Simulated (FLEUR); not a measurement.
# Magnetic state of MnS (Browneite) from several starts, part 3 of 3

Does MnS (Browneite) prefer parallel or opposed moments?

FLEUR MaX-R8.1; LDA (VWN) with U = 4.9 eV, J = 0.9 eV on Mn d; all-electron FLAPW, Dirac cores, scalar-relativistic bands.

So far, largest spin moment in the muffin-tin sphere (μB): step 2 (order 1, typed as ferro +) 4.70; step 3 (run 2 (antiferro q=(0,1/2,1/2) +-)) 4.58; step 4 (order 3, typed as antiferro q=(0,0,1/2) +-) 4.61.

**6. Spin–orbit coupling, moments along [001]**

Level of this step: LDA (VWN) with U = 4.9 eV, J = 0.9 eV on Mn d; all-electron FLAPW, Dirac cores, scalar-relativistic bands with spin-orbit coupling (FLEUR).

Spin–orbit coupling ties the spins to the lattice and lets orbital moments form.

A new self-consistent run of the start antiferro q=(0,1/2,1/2) +-; the cell is turned so that this axis lies along z. The k list default-1 (kpts.xml, not shown) is a Γ-centred 6×3×6 mesh.

inp.xml

```
<?xml version="1.0" encoding="UTF-8" standalone="no"?>
<fleurInput fleurInputVersion="0.39">
   <comment>
      MnS
   </comment>
   <calculationSetup>
      <cutoffs Kmax="4.26" Gmax="12.8" GmaxXC="12.8" numbands="122"/>
      <scfLoop itmax="130" minDistance="0.0001" maxIterBroyd="15" imix="Anderson" alpha="0.05" precondParam="0.0" spinf="2.0" sdNocoIR="T"/>
      <coreElectrons ctail="T" frcor="F" kcrel="0" coretail_lmax="0"/>
      <xcFunctional name="vwn" relativisticCorrections="F"/>
      <magnetism jspins="2"/>
      <soc l_soc="T" theta="0.0" phi="0.0" spav="F"/>
      <expertModes spex="0" secvar="F"/>
      <geometryOptimization l_f="F" forcealpha="1.0" forcemix="BFGS" epsdisp="0.00001" epsforce="0.00001"/>
      <ldaU l_linMix="F" mixParam="0.05" spinf="1.0"/>
   </calculationSetup>
   <cell>
      <bzIntegration valenceElectrons="42.0" mode="hist" fermiSmearingEnergy="0.00293995">
         <kPointListSelection listName="default-1"/>
         <xi:include xmlns:xi="http://www.w3.org/2001/XInclude" href="kpts.xml"> </xi:include>
      </bzIntegration>
      <xi:include xmlns:xi="http://www.w3.org/2001/XInclude" href="sym.xml"> </xi:include>
      <bulkLattice scale="1.0">
         <bravaisMatrix>
            <row-1>    0.0000000000000000    -5.2912331488799991     5.2912331488799991</row-1>
            <row-2>   10.5824662977599981   -10.5824662977599981     0.0000000000000000</row-2>
            <row-3>   10.5824662977599981    -5.2912331488799991     5.2912331488799991</row-3>
         </bravaisMatrix>
      </bulkLattice>
   </cell>
   <atomSpecies>
      <species name="Manganese 4.500" element="Mn" atomicNumber="25">
         <mtSphere radius="2.7" gridPoints="893" logIncrement="0.014"/>
         <atomicCutoffs lmax="10" lnonsphr="8"/>
         <electronConfig flipSpins="F">
            <coreConfig>(1s1/2) (2s1/2) (2p1/2) (2p3/2)</coreConfig>
            <valenceConfig>(3s1/2) (3p1/2) (3p3/2) (4s1/2) (3d3/2) (3d5/2)</valenceConfig>
            <stateOccupation state="(3d3/2)" spinUp="1.75" spinDown="0.25"/>
            <stateOccupation state="(3d5/2)" spinUp="3.0" spinDown="0.0"/>
         </electronConfig>
         <energyParameters s="4" p="4" d="3" f="4"/>
         <ldaU l="2" U="4.9" J="0.9" l_amf="F"/>
         <lo type="SCLO" l="0" n="3" eDeriv="0"/>
         <lo type="SCLO" l="1" n="3" eDeriv="0"/>
      </species>
      <species name="Manganese -4.500" element="Mn" atomicNumber="25">
         <mtSphere radius="2.7" gridPoints="893" logIncrement="0.014"/>
         <atomicCutoffs lmax="10" lnonsphr="8"/>
         <electronConfig flipSpins="F">
            <coreConfig>(1s1/2) (2s1/2) (2p1/2) (2p3/2)</coreConfig>
            <valenceConfig>(3s1/2) (3p1/2) (3p3/2) (4s1/2) (3d3/2) (3d5/2)</valenceConfig>
            <stateOccupation state="(3d3/2)" spinUp="0.25" spinDown="1.75"/>
            <stateOccupation state="(3d5/2)" spinUp="0.0" spinDown="3.0"/>
         </electronConfig>
         <energyParameters s="4" p="4" d="3" f="4"/>
         <ldaU l="2" U="4.9" J="0.9" l_amf="F"/>
         <lo type="SCLO" l="0" n="3" eDeriv="0"/>
         <lo type="SCLO" l="1" n="3" eDeriv="0"/>
      </species>
      <species name="Sulfur (S)" element="S" atomicNumber="16">
         <mtSphere radius="1.76" gridPoints="583" logIncrement="0.02"/>
         <atomicCutoffs lmax="6" lnonsphr="4"/>
         <electronConfig flipSpins="F">
            <coreConfig>(1s1/2) (2s1/2) (2p1/2) (2p3/2)</coreConfig>
            <valenceConfig>(3s1/2) (3p1/2) (3p3/2)</valenceConfig>
            <stateOccupation state="(3p1/2)" spinUp="0.666667" spinDown="0.666667"/>
            <stateOccupation state="(3p3/2)" spinUp="1.333333" spinDown="1.333333"/>
         </electronConfig>
         <energyParameters s="3" p="3" d="3" f="4"/>
      </species>
   </atomSpecies>
   <atomGroups>
      <atomGroup species="Manganese 4.500">
         <relPos label="                   1">.0000000000 .0000000000 .0000000000</relPos>
         <force calculate="T" relaxXYZ="TTT"/>
      </atomGroup>
      <atomGroup species="Manganese -4.500">
         <relPos label="                   2">.0000000000 1.000/2.000 .0000000000</relPos>
         <force calculate="T" relaxXYZ="TTT"/>
      </atomGroup>
      <atomGroup species="Sulfur (S)">
         <relPos label="                   3">1.000/4.000 .0000000000 1.000/4.000</relPos>
         <relPos label="                   4">1.000/4.000 1.000/2.000 1.000/4.000</relPos>
         <force calculate="T" relaxXYZ="TTT"/>
      </atomGroup>
   </atomGroups>
   <output dos="F" band="F" slice="F">
      <bandDOS minEnergy="-.5*Htr" maxEnergy="0.5*Htr" sigma="0.015" storeEVData="T"/>
      <plotting iplot="0" polar="F">
         <plot TwoD="T" vec1="  1.0  0.0  0.0" vec2="  0.0  1.0  0.0" vec3="  0.0  0.0  1.0" zero="  0.0  0.0  0.0" file="plot"/>
      </plotting>
      <moessbauerParams electricFieldGradient="F" isomerShift="F" coreHyperfine="F" valenceHyperfine="F"/>
   </output>
</fleurInput>
```

crystal.txt

```
MnS
&input film=F cartesian=F /
0.00000000000  -2.80000000000  2.80000000000
5.60000000000  -5.60000000000  0.00000000000
5.60000000000  -2.80000000000  2.80000000000
1.8897261246
1.0 1.0 1.0

4
25 0.00000000000  0.00000000000  0.00000000000 : 4.500
25 0.00000000000  0.50000000000  0.00000000000 : -4.500
16 0.25000000000  0.00000000000  0.25000000000
16 0.25000000000  0.50000000000  0.25000000000

&soc 0.0000000 0.0000000 /
&kpt div1=6 div2=3 div3=6 gamma=T /
```

Command:

```
$ OMP_NUM_THREADS=1 inpgen -f crystal.txt > inpgen.log  # inp.xml is then edited as shown
$ OMP_NUM_THREADS=1 mpirun -n 4 fleur_MPI > fleur.log
```

Output:

```text
[banner, memory and clock lines left out]
Welcome to FLEUR        (www.flapw.de)
      MaX-Release 8.1          (www.max-centre.eu)

 ========== k-point set info ==========
 Selected k-point list: default-1
 k-point list type: mesh
 0 x 0 x 0
 Number of k points: 60

 [... set-up left out ...]
 no density matrix found ... skipping LDA+U
 Reset of history
 Iteration:     1   Distance:       8.62273034 me/bohr^3
 Iteration:     2   Distance:       8.46987603 me/bohr^3
 Iteration:     3   Distance:       7.79857637 me/bohr^3
 Iteration:     4   Distance:       4.22512308 me/bohr^3
 Iteration:     5   Distance:       2.55993805 me/bohr^3
 Iteration:     6   Distance:       1.81728547 me/bohr^3
 Iteration:     7   Distance:       0.49139309 me/bohr^3
 Iteration:     8   Distance:       0.33812799 me/bohr^3
 Iteration:     9   Distance:       0.06266476 me/bohr^3
 Iteration:    10   Distance:       0.05264257 me/bohr^3
 Iteration:    11   Distance:       0.00479655 me/bohr^3
 Iteration:    12   Distance:       0.00438575 me/bohr^3
 Iteration:    13   Distance:       0.00097102 me/bohr^3
 Iteration:    14   Distance:       0.00095099 me/bohr^3
 Iteration:    15   Distance:       0.00018979 me/bohr^3
 Iteration:    16   Distance:       0.00002640 me/bohr^3

 ********************************************************************
 Run finished successfully
 Stop message:
   all done
 ********************************************************************

--- out.xml (last complete iteration) ---
<iteration numberForCurrentRun="   16" overallNumber="   16">
         [... left out ...]
         <bandgap value="2.4833117781" units="eV"/>
         <sumValenceSingleParticleEnergies value="-30.6499897327" units="Htr"/>
         <FermiEnergy value="0.1278862384" units="Htr"/>
         [... left out ...]
         <magneticMomentsInMTSpheres units="muBohr">
            <globalMagMoment atomType="1" vec="0.00000   0.00000   4.57587"/>
            <globalMagMoment atomType="2" vec="0.00000   0.00000  -4.57587"/>
            <globalMagMoment atomType="3" vec="0.00000   0.00000   0.00000"/>
         </magneticMomentsInMTSpheres>
         <orbitalMomentsInMTSpheres units="muBohr">
            <globalMagMoment atomType="1" vec="0.00000   0.00000   0.00203"/>
            <globalMagMoment atomType="2" vec="0.00000   0.00000  -0.00203"/>
            <globalMagMoment atomType="3" vec="0.00000   0.00000   0.00000"/>
         </orbitalMomentsInMTSpheres>
         [... left out ...]
         <totalEnergy value="    -3109.0765299666" units="Htr">
            <sumOfEigenvalues value="    -1795.8408333073">
               <coreElectrons value="-1765.1908435746"/>
               <valenceElectrons value="-30.6499897327"/>
            </sumOfEigenvalues>
         [... left out ...]
            <freeEnergy value="-3109.0765299666"/>
            <extrapolationTo0K value="-3109.0765299666"/>
         </totalEnergy>
         [... left out ...]
         <ldaUDensityMatrixConvergence>
            <distance spin="1" distance="0.000002"/>
            <distance spin="2" distance="0.000002"/>
         </ldaUDensityMatrixConvergence>
         <densityConvergence units="me/bohr^3">
            <chargeDensity spin="1" distance="0.0000156546"/>
            <chargeDensity spin="2" distance="0.0000147131"/>
            <overallChargeDensity distance="0.0000263953"/>
            <spinDensity distance="0.0000150456"/>
         </densityConvergence>
      </iteration>
```

Run time: 7.7 min. Hardware: 4 MPI ranks of Arm Neoverse V1, shared host; peak memory 0.93 GiB.

Spin moment in the muffin-tin sphere by atom:

```tsv
atom	spin moment in the muffin-tin sphere (μB)
Mn1	4.58
Mn2	-4.58
S3	0.00
S4	0.00
```

Numbers from this step:

| Property | Result |
| --- | --- |
| free energy | -84602.2823 eV |
| program's band gap on this mesh (in a metal only a level spacing) | 2.483 eV |
| magnetization | 0 μB |
| final state | antiferromagnetic |
| orbital moment along the spin | 0 μB |

Orbital moment in the sphere, along the spin axis by atom:

```tsv
atom	orbital moment in the sphere, along the spin axis (μB)
Mn1	0.0020
Mn2	-0.0020
S3	0.0000
S4	0.0000
```

**7. What came out**

```json
{
 "lowest state found": "antiferromagnetic (typed antiferro q=(0,1/2,1/2) +-)",
 "largest site spin moment": "4.58 μB",
 "next finished state": "antiferromagnetic, 23.4 meV a seeded atom higher",
 "orbital moment on the atom of largest spin, along its spin (spin–orbit run)": "0.00203 μB"
}
```

What this shows: The lowest state found is antiferromagnetic, reached from the start antiferro q=(0,1/2,1/2) +-, with moments up to 4.58 μB. The next finished state costs 23 meV a seeded atom. The shell is near half filling, where Hund's rules give no orbital moment. This is the lowest of 3 finished starts, no proof of the ground state.

[Logs and program files are shortened in this print: banners, set-up blocks, solver, clock and traceback lines can be left out without a mark of their own.]

[Logs are printed without paths, hosts, clocks, repeated set-up lines and the standing remarks that a program may print on its own settings, such as how far it seeks lower states.]

[Hosts, paths, dates, database ids (printed as entryN), source tags and the programs' standing remarks are cut or masked in the printed files.]

[Where a cell is said to come from a database of computed structures, the database is the Materials Project.]
